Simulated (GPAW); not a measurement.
# Ballistic transport through a Pb chain with an Ag atom bridging one bond, cheap and dear

How well does a Pb chain with an Ag atom bridging one bond conduct at low bias, and how far do basis and functional move the answer?

Program: GPAW 26.7.0. Level of theory: GPAW LCAO, PAW setups; Landauer transmission from Green's functions with principal layers (ASE), zero bias. Results are calculated unless marked as measured.

### Step 1. Starting point

The cell holds 11 atoms: 10 Pb and 1 Ag. Its edges and angles: a = 9.000 Å, b = 9.000 Å, c = 29.200 Å, α = 90.0°, β = 90.0°, γ = 90.0°. Regions: left lead, 5 atoms (5 Pb); channel, 1 atom (1 Ag); right lead, 5 atoms (5 Pb). Vacuum lies along a and b. The structure is stacked along c, and the current runs across the ab planes.

### Step 2. Double-zeta polarised basis

Localised orbitals split the wire into layers that couple to their neighbours alone, which is what the Green's function method needs; double zeta with polarisation is the usual level for numbers.

File run.py:

```python
import json
import numpy as np
from ase import Atoms
from ase.transport.calculators import TransportCalculator
from gpaw import GPAW, FermiDirac
from gpaw.lcao.tools import get_lcao_hamiltonian
from scipy.linalg import eigh

# The junction with lead layers at both ends, along the third cell vector
device = Atoms(
    ['Pb', 'Pb', 'Pb', 'Pb', 'Pb', 'Ag', 'Pb', 'Pb', 'Pb', 'Pb', 'Pb'],
    positions=[
        [4.50000, 4.50000, 1.45000],
        [4.50000, 4.50000, 4.35000],
        [4.50000, 4.50000, 7.25000],
        [4.50000, 4.50000, 10.15000],
        [4.50000, 4.50000, 13.05000],
        [6.76430, 4.50000, 14.60000],
        [4.50000, 4.50000, 16.15000],
        [4.50000, 4.50000, 19.05000],
        [4.50000, 4.50000, 21.95000],
        [4.50000, 4.50000, 24.85000],
        [4.50000, 4.50000, 27.75000]],
    cell=[[9.0, 0.0, 0.0], [0.0, 9.0, 0.0], [0.0, 0.0, 29.2]],
    pbc=True)

# One principal layer of the lead: the first 3 atoms of the device
lead = Atoms(
    ['Pb', 'Pb', 'Pb'],
    positions=[
        [4.50000, 4.50000, 1.45000],
        [4.50000, 4.50000, 4.35000],
        [4.50000, 4.50000, 7.25000]],
    cell=[[9.0, 0.0, 0.0], [0.0, 9.0, 0.0], [0.0, 0.0, 8.7]],
    pbc=True)

settings = dict(mode='lcao', basis='dzp', xc='PBE', h=0.2,
                occupations=FermiDirac(0.1), maxiter=250,
                mixer=dict(beta=0.1, nmaxold=8, weight=100.0),
                convergence=dict(density=0.0001))
energies = np.arange(-2, 2 + 1e-9, 0.05)
eta = 0.0001
n1, n2 = 1, 1
# k and -k transmit alike, so half of the mesh across the current serves
mesh = [(i, j) for i in range(n1) for j in range(n2) if (i, j) <= (-i % n1, -j % n2)]
weights = np.array([1 if (i, j) == (-i % n1, -j % n2) else 2 for i, j in mesh]) / (n1 * n2)

# [... helper functions left out ...]
fermi_lead = ground_state(lead, (1, 1, 13), 'lead.txt')
fermi_device = ground_state(device, (1, 1, 3), 'device.txt')
# [... loop over the mesh left out, but for ...]
        # Shift the lead onto the potential of the device's first layer
        shift = ((H[:, 0, 0] - H0[:, 0, 0]) / S0[0, 0]).real.mean()
# [...]
kT = 8.617333e-5 * 77
bias = [0.1, 0.2, 0.5, 1.0, 1.5, 2.0]
# [... integrals and printing left out ...]
```

On the command line:

```bash
> OMP_NUM_THREADS=1 OPENBLAS_NUM_THREADS=1 python run.py
```

What it wrote:

```text
basis functions: device 257, principal layer 69
Fermi level: lead -2.5493 eV, device -2.4252 eV; lead shifted by 0.0363 eV
largest coupling past the next layer 2.76e-08 eV, largest misfit of the first layer 0.039 eV
  E-E_F (eV)   T (one spin)  [channel counts left out]
    -2.000    9.3074e-01
    -1.950    9.1913e-01
    -1.900    9.0398e-01
    -1.850    8.8374e-01
    -1.800    8.5592e-01
    -1.750    8.1644e-01
    -1.700    7.5835e-01
    -1.650    6.6993e-01
    -1.600    5.3301e-01
    -1.550    3.3047e-01
    -1.500    9.6812e-02
    -1.450    3.2181e-03
    -1.400    1.6817e-01
    -1.350    4.1970e-01
    -1.300    6.1299e-01
    -1.250    7.3679e-01
[...]
1.650    1.9890e+00
     1.700    1.9731e+00
     1.750    2.0002e+00
     1.800    2.0447e+00
     1.850    2.0907e+00
     1.900    2.1311e+00
     1.950    2.1636e+00
     2.000    2.1885e+00
conductance at 77 K: 2.7466 G0 a cell; thermopower -0.1365 uV/K
current from the zero-bias T(E) at 0.1 V: 21.275 uA
current from the zero-bias T(E) at 0.2 V: 42.546 uA
current from the zero-bias T(E) at 0.5 V: 105.95 uA
current from the zero-bias T(E) at 1.0 V: 207.99 uA
current from the zero-bias T(E) at 1.5 V: 297.43 uA
current from the zero-bias T(E) at 2.0 V: 369.75 uA
```

Elapsed: 81 s, on 1 thread of Arm Neoverse N1, shared host; peak memory 1 GiB.

This step gave:

```
conductance                                    : 2.747 G₀
largest coupling past the next principal layer : 2.76e-8 eV
largest misfit of the first principal layer    : 0.03935 eV
shift that aligns the lead                     : 0.03633 eV
basis functions of the junction                : 257
basis functions of a principal layer           : 69
transmission at the Fermi level (one spin)     : 2.747
```

One spin. The transmission, zone mean by energy, zero at the Fermi level:

| energy (eV) | transmission, zone mean |
| --- | --- |
| -2.00 | 0.931 |
| -1.90 | 0.904 |
| -1.80 | 0.856 |
| -1.70 | 0.758 |
| -1.55 | 0.330 |
| -1.45 | 0.00322 |
| -1.35 | 0.420 |
| -1.25 | 0.737 |
| -1.15 | 0.864 |
| -1.05 | 0.920 |
| -0.90 | 0.957 |
| -0.80 | 0.969 |
| -0.70 | 0.979 |
| -0.60 | 2.20 |
| -0.50 | 2.30 |
| -0.40 | 2.44 |
| -0.25 | 2.63 |
| -0.15 | 2.71 |
| -0.05 | 2.73 |
| 0.00 | 2.75 |
| 0.05 | 2.75 |
| 0.15 | 2.77 |
| 0.25 | 2.78 |
| 0.40 | 2.80 |
| 0.50 | 2.82 |
| 0.60 | 2.83 |
| 0.70 | 2.84 |
| 0.80 | 2.85 |
| 0.90 | 2.86 |
| 0.95 | 2.86 |
| 1.05 | 2.86 |
| 1.15 | 2.84 |
| 1.25 | 2.80 |
| 1.35 | 2.71 |
| 1.45 | 2.51 |
| 1.55 | 2.21 |
| 1.70 | 1.97 |
| 1.80 | 2.04 |
| 1.90 | 2.13 |
| 2.00 | 2.19 |

Not self-consistent under bias; the bias window is split evenly. Current through one cell, from the zero-bias transmission against bias:

| bias (V) | current through one cell, from the zero-bias transmission (μA) |
| --- | --- |
| 0.100 | 21.3 |
| 0.200 | 42.5 |
| 0.500 | 106 |
| 1.000 | 208 |
| 1.500 | 297 |
| 2.000 | 370 |

Table of transmission of the three most open eigenchannels by energy, zero at the Fermi level:

| energy (eV) | channel 1 | channel 2 | channel 3 |
| --- | --- | --- | --- |
| -2.000 | 0.931 | 0 | 0 |
| -1.800 | 0.856 | 0 | 0 |
| -1.600 | 0.533 | 0 | 0 |
| -1.400 | 0.168 | 0 | 0 |
| -1.200 | 0.814 | 0 | 0 |
| -1.000 | 0.936 | 0 | 0 |
| -0.800 | 0.969 | 1.1e-11 | 7.3e-12 |
| -0.600 | 0.988 | 0.982 | 0.226 |
| -0.400 | 0.997 | 0.984 | 0.457 |
| -0.200 | 0.994 | 0.984 | 0.696 |
| 0.000 | 0.985 | 0.983 | 0.779 |
| 0.200 | 0.986 | 0.984 | 0.803 |
| 0.400 | 0.991 | 0.985 | 0.825 |
| 0.600 | 0.993 | 0.985 | 0.853 |
| 0.800 | 0.994 | 0.984 | 0.877 |
| 1.000 | 0.994 | 0.986 | 0.883 |
| 1.200 | 0.994 | 0.986 | 0.848 |
| 1.400 | 0.992 | 0.987 | 0.651 |
| 1.600 | 0.988 | 0.987 | 0.0951 |
| 1.800 | 0.987 | 0.979 | 0.0779 |
| 2.000 | 0.988 | 0.969 | 0.232 |

Couplings past the next layer reach 2.8e-8 eV, small enough to drop; the matrix elements of the cell's first layer differ from the bulk lead's by up to 0.039 eV. That layer keeps its own values in the calculation, and only beyond it is the lead taken as perfect. The Fermi levels of lead and junction count from different zeros of potential, one for each periodic cell; with both set to zero, the small remaining shift is what aligns them. Without spin-orbit coupling, which is large for these atoms, channel counts and T are those of the scalar-relativistic bands. By hand: G = 2.747 × 77.48 μS = 213 μS, a resistance of 4.70 kΩ; at 0.1 V a linear junction would pass 21.3 μA, and the integral over the bias window gives 21.3 μA.

### Step 3. Single-zeta polarised basis

The second zeta is dropped, the polarisation orbitals stay.

run.py, as its differences from that of step 2:

```diff
@@ -36,3 +36,3 @@
 
-settings = dict(mode='lcao', basis='dzp', xc='PBE', h=0.2,
+settings = dict(mode='lcao', basis='szp(dzp)', xc='PBE', h=0.2,
                 occupations=FermiDirac(0.1), maxiter=250,
```

What it wrote:

```text
basis functions: device 155, principal layer 42
Fermi level: lead -2.7191 eV, device -2.5870 eV; lead shifted by 0.0371 eV
largest coupling past the next layer 2.75e-08 eV, largest misfit of the first layer 0.041 eV
  E-E_F (eV)   T (one spin)  [channel counts left out]
    -2.000    9.0560e-01
    -1.950    8.9700e-01
    -1.900    8.8488e-01
    -1.850    8.6814e-01
    -1.800    8.4499e-01
    -1.750    8.1247e-01
    -1.700    7.6569e-01
    -1.650    6.9647e-01
    -1.600    5.9172e-01
    -1.550    4.3411e-01
    -1.500    2.2037e-01
    -1.450    2.8750e-02
    -1.400    3.9248e-02
    -1.350    2.5820e-01
    -1.300    4.9531e-01
    -1.250    6.6319e-01
[...]
1.650    2.4721e+00
     1.700    2.3235e+00
     1.750    2.1757e+00
     1.800    2.0573e+00
     1.850    1.9856e+00
     1.900    1.9588e+00
     1.950    1.9632e+00
     2.000    1.9839e+00
conductance at 77 K: 2.7686 G0 a cell; thermopower -0.1252 uV/K
current from the zero-bias T(E) at 0.1 V: 21.448 uA
current from the zero-bias T(E) at 0.2 V: 42.875 uA
current from the zero-bias T(E) at 0.5 V: 106.75 uA
current from the zero-bias T(E) at 1.0 V: 209.5 uA
current from the zero-bias T(E) at 1.5 V: 295.85 uA
current from the zero-bias T(E) at 2.0 V: 370.41 uA
```

It took 55 s on 1 thread; peak memory 1 GiB.

Numbers from this step:

```yaml
conductance: 2.769 G₀
largest_coupling_past_the_next_principal_layer: 2.75e-8 eV
largest_misfit_of_the_first_principal_layer: 0.04059 eV
shift_that_aligns_the_lead: 0.03710 eV
basis_functions_of_the_junction: 155
basis_functions_of_a_principal_layer: 42
transmission_at_the_fermi_level_one_spin: 2.769
```

One spin. The transmission, zone mean by energy, zero at the Fermi level:

| energy (eV) | transmission, zone mean |
| --- | --- |
| -2.00 | 0.906 |
| -1.85 | 0.868 |
| -1.70 | 0.766 |
| -1.60 | 0.592 |
| -1.45 | 0.0288 |
| -1.30 | 0.495 |
| -1.15 | 0.836 |
| -1.05 | 0.909 |
| -0.90 | 0.954 |
| -0.75 | 0.974 |
| -0.60 | 2.21 |
| -0.50 | 2.31 |
| -0.35 | 2.52 |
| -0.20 | 2.69 |
| -0.05 | 2.76 |
| 0.00 | 2.77 |
| 0.05 | 2.78 |
| 0.20 | 2.80 |
| 0.35 | 2.82 |
| 0.50 | 2.84 |
| 0.60 | 2.86 |
| 0.75 | 2.88 |
| 0.90 | 2.90 |
| 1.05 | 2.90 |
| 1.10 | 2.91 |
| 1.15 | 2.90 |
| 1.30 | 2.89 |
| 1.45 | 2.82 |
| 1.60 | 2.60 |
| 1.70 | 2.32 |
| 1.85 | 1.99 |
| 2.00 | 1.98 |

Not self-consistent under bias; the bias window is split evenly. Table of current through one cell, from the zero-bias transmission by bias:

| bias (V) | current through one cell, from the zero-bias transmission (μA) |
| --- | --- |
| 0.100 | 21.4 |
| 0.200 | 42.9 |
| 0.500 | 107 |
| 1.000 | 210 |
| 1.500 | 296 |
| 2.000 | 370 |

The transmission of the three most open eigenchannels by energy, zero at the Fermi level:

| energy (eV) | channel 1 | channel 2 | channel 3 |
| --- | --- | --- | --- |
| -2.000 | 0.906 | 0 | 0 |
| -1.800 | 0.845 | 0 | 0 |
| -1.600 | 0.592 | 0 | 0 |
| -1.400 | 0.0392 | 0 | 0 |
| -1.200 | 0.769 | 0 | 0 |
| -1.000 | 0.929 | 0 | 0 |
| -0.800 | 0.969 | 4.8e-12 | 4.2e-12 |
| -0.600 | 0.988 | 0.984 | 0.234 |
| -0.400 | 0.997 | 0.985 | 0.465 |
| -0.200 | 0.994 | 0.986 | 0.711 |
| 0.000 | 0.985 | 0.983 | 0.800 |
| 0.200 | 0.986 | 0.986 | 0.825 |
| 0.400 | 0.991 | 0.987 | 0.849 |
| 0.600 | 0.993 | 0.987 | 0.879 |
| 0.800 | 0.993 | 0.987 | 0.906 |
| 1.000 | 0.993 | 0.988 | 0.922 |
| 1.200 | 0.993 | 0.988 | 0.920 |
| 1.400 | 0.991 | 0.988 | 0.870 |
| 1.600 | 0.988 | 0.986 | 0.626 |
| 1.800 | 0.988 | 0.976 | 0.0932 |
| 2.000 | 0.988 | 0.964 | 0.0315 |

The conductance, 2.77 G₀, lies 0.8 % above that of the dzp run.

### Step 4. GPAW, sz: basis = "sz(dzp)"

The minimal basis is the cheapest rung: no second zeta and no polarisation.

run.py, as its differences from that of step 3:

```diff
@@ -36,3 +36,3 @@
 
-settings = dict(mode='lcao', basis='szp(dzp)', xc='PBE', h=0.2,
+settings = dict(mode='lcao', basis='sz(dzp)', xc='PBE', h=0.2,
                 occupations=FermiDirac(0.1), maxiter=250,
```

What it wrote:

```text
basis functions: device 102, principal layer 27
Fermi level: lead -2.6065 eV, device -2.4905 eV; lead shifted by 0.0446 eV
largest coupling past the next layer 2.77e-08 eV, largest misfit of the first layer 0.047 eV
  E-E_F (eV)   T (one spin)  [channel counts left out]
    -2.000    8.9950e-01
    -1.950    8.8713e-01
    -1.900    8.7034e-01
[...]
1.950    1.9519e+00
     2.000    1.9490e+00
conductance at 77 K: 2.7764 G0 a cell; thermopower -0.1157 uV/K
current from the zero-bias T(E) at 0.1 V: 21.509 uA
current from the zero-bias T(E) at 0.2 V: 43 uA
current from the zero-bias T(E) at 0.5 V: 107.12 uA
current from the zero-bias T(E) at 1.0 V: 210.59 uA
current from the zero-bias T(E) at 1.5 V: 302.17 uA
current from the zero-bias T(E) at 2.0 V: 376.96 uA
```

The job ended after 41 s (1 thread; peak memory 0.94 GiB).

Numbers from this step:

- conductance: 2.776 G₀
- largest coupling past the next principal layer: 2.77e-8 eV
- largest misfit of the first principal layer: 0.04669 eV
- shift that aligns the lead: 0.04457 eV
- basis functions of the junction: 102
- basis functions of a principal layer: 27
- transmission at the Fermi level (one spin): 2.777

The conductance, 2.78 G₀, lies 1.1 % above that of the dzp run.

### Step 5. LDA in the dzp basis: xc = "LDA"

Back in the dzp basis, the functional changes from PBE to LDA, to set the spread between functionals beside that between bases.

run.py, as its differences from that of step 4:

```diff
@@ -36,3 +36,3 @@
 
-settings = dict(mode='lcao', basis='sz(dzp)', xc='PBE', h=0.2,
+settings = dict(mode='lcao', basis='dzp', xc='LDA', h=0.2,
                 occupations=FermiDirac(0.1), maxiter=250,
```

What it wrote:

```text
basis functions: device 257, principal layer 69
Fermi level: lead -2.8325 eV, device -2.7144 eV; lead shifted by 0.0333 eV
largest coupling past the next layer 2.83e-08 eV, largest misfit of the first layer 0.036 eV
  E-E_F (eV)   T (one spin)  [channel counts left out]
    -2.000    9.1503e-01
    -1.950    8.9926e-01
    -1.900    8.7879e-01
[...]
1.950    2.0810e+00
     2.000    2.1116e+00
conductance at 77 K: 2.7438 G0 a cell; thermopower -0.1209 uV/K
current from the zero-bias T(E) at 0.1 V: 21.256 uA
current from the zero-bias T(E) at 0.2 V: 42.477 uA
current from the zero-bias T(E) at 0.5 V: 105.71 uA
current from the zero-bias T(E) at 1.0 V: 207.51 uA
current from the zero-bias T(E) at 1.5 V: 296.25 uA
current from the zero-bias T(E) at 2.0 V: 370.21 uA
```

Run time: 66 s. Hardware: 1 thread; peak memory 1 GiB.

Numbers from this step:

```yaml
conductance: 2.744 G₀
largest_coupling_past_the_next_principal_layer: 2.83e-8 eV
largest_misfit_of_the_first_principal_layer: 0.03635 eV
shift_that_aligns_the_lead: 0.03331 eV
basis_functions_of_the_junction: 257
basis_functions_of_a_principal_layer: 69
transmission_at_the_fermi_level_one_spin: 2.744
```

One spin. Transmission, zone mean against energy, zero at the Fermi level:

| energy (eV) | transmission, zone mean |
| --- | --- |
| -2.000 | 0.915 |
| -1.800 | 0.814 |
| -1.600 | 0.398 |
| -1.400 | 0.261 |
| -1.200 | 0.818 |
| -1.000 | 0.932 |
| -0.800 | 0.967 |
| -0.600 | 2.17 |
| -0.400 | 2.43 |
| -0.200 | 2.66 |
| 0.000 | 2.74 |
| 0.200 | 2.77 |
| 0.400 | 2.80 |
| 0.600 | 2.83 |
| 0.800 | 2.86 |
| 1.000 | 2.87 |
| 1.200 | 2.85 |
| 1.400 | 2.73 |
| 1.600 | 2.25 |
| 1.800 | 1.98 |
| 2.000 | 2.11 |

The conductance equals that of the dzp run to 0.2 %.

### Step 6. All levels side by side

Times are for 1 thread of Arm Neoverse N1, shared host. Results by setting:

| no. | run | conductance (G₀) | time | memory (GiB) |
| --- | --- | --- | --- | --- |
| 1 | dzp | 2.747 | 81 s | 1.0 |
| 2 | szp | 2.769 | 55 s | 1 |
| 3 | sz | 2.776 | 41 s | 0.94 |
| 4 | dzp LDA | 2.744 | 66 s | 1.0 |

### Step 7. The levels side by side

The curves are compared point by point over the common energies.

This step: comparison of transmission and cost over codes and levels (GPAW 26.7.0).

Ladder, by row:

| step | code | T at the Fermi level (sum over the listed spins) | conductance (G0) | r.m.s. T(E) from the first | wall time (s) | peak memory (GiB) | threads |
| --- | --- | --- | --- | --- | --- | --- | --- |
| dzp | GPAW | 2.747 | 2.747 | 0 | 81.39 | 1.03 | 1 |
| szp | GPAW | 2.769 | 2.769 | 0.177 | 54.82 | 1 | 1 |
| sz | GPAW | 2.777 | 2.776 | 0.1661 | 40.68 | 0.94 | 1 |
| dzp-LDA | GPAW | 2.744 | 2.744 | 0.07463 | 65.95 | 1.03 | 1 |

The transmission, zone mean, sum over the listed spins by energy, zero at the Fermi level:

| energy (eV) | dzp | szp | sz | dzp-LDA |
| --- | --- | --- | --- | --- |
| -2.00 | 0.931 | 0.906 | 0.899 | 0.915 |
| -1.85 | 0.884 | 0.868 | 0.847 | 0.851 |
| -1.70 | 0.758 | 0.766 | 0.702 | 0.683 |
| -1.50 | 0.0968 | 0.220 | 0.0412 | 0.0156 |
| -1.35 | 0.420 | 0.258 | 0.469 | 0.482 |
| -1.20 | 0.814 | 0.769 | 0.828 | 0.818 |
| -1.05 | 0.920 | 0.909 | 0.926 | 0.916 |
| -0.90 | 0.957 | 0.954 | 0.961 | 0.954 |
| -0.70 | 0.979 | 0.978 | 0.995 | 0.976 |
| -0.55 | 2.24 | 2.25 | 2.28 | 2.22 |
| -0.40 | 2.44 | 2.45 | 2.48 | 2.43 |
| -0.25 | 2.63 | 2.65 | 2.67 | 2.62 |
| -0.10 | 2.73 | 2.74 | 2.75 | 2.71 |
| 0.00 | 2.75 | 2.77 | 2.78 | 2.74 |
| 0.10 | 2.76 | 2.78 | 2.79 | 2.76 |
| 0.25 | 2.78 | 2.80 | 2.81 | 2.78 |
| 0.40 | 2.80 | 2.83 | 2.83 | 2.80 |
| 0.55 | 2.82 | 2.85 | 2.86 | 2.82 |
| 0.70 | 2.84 | 2.87 | 2.88 | 2.84 |
| 0.80 | 2.85 | 2.89 | 2.89 | 2.86 |
| 0.90 | 2.86 | 2.90 | 2.90 | 2.86 |
| 0.95 | 2.86 | 2.90 | 2.91 | 2.87 |
| 1.05 | 2.86 | 2.90 | 2.91 | 2.87 |
| 1.20 | 2.83 | 2.90 | 2.91 | 2.85 |
| 1.35 | 2.71 | 2.87 | 2.89 | 2.78 |
| 1.50 | 2.40 | 2.77 | 2.81 | 2.52 |
| 1.70 | 1.97 | 2.32 | 2.45 | 2.01 |
| 1.85 | 2.09 | 1.99 | 2.05 | 2.01 |
| 2.00 | 2.19 | 1.98 | 1.95 | 2.11 |

[end of part 1 of 2]

[Logs are printed without paths, hosts, clocks, repeated set-up lines and the standing remarks that a program may print on its own settings, such as how far it seeks lower states.]

[Hosts, paths, dates, database ids (printed as entryN), source tags and the programs' standing remarks are cut or masked in the printed files.]
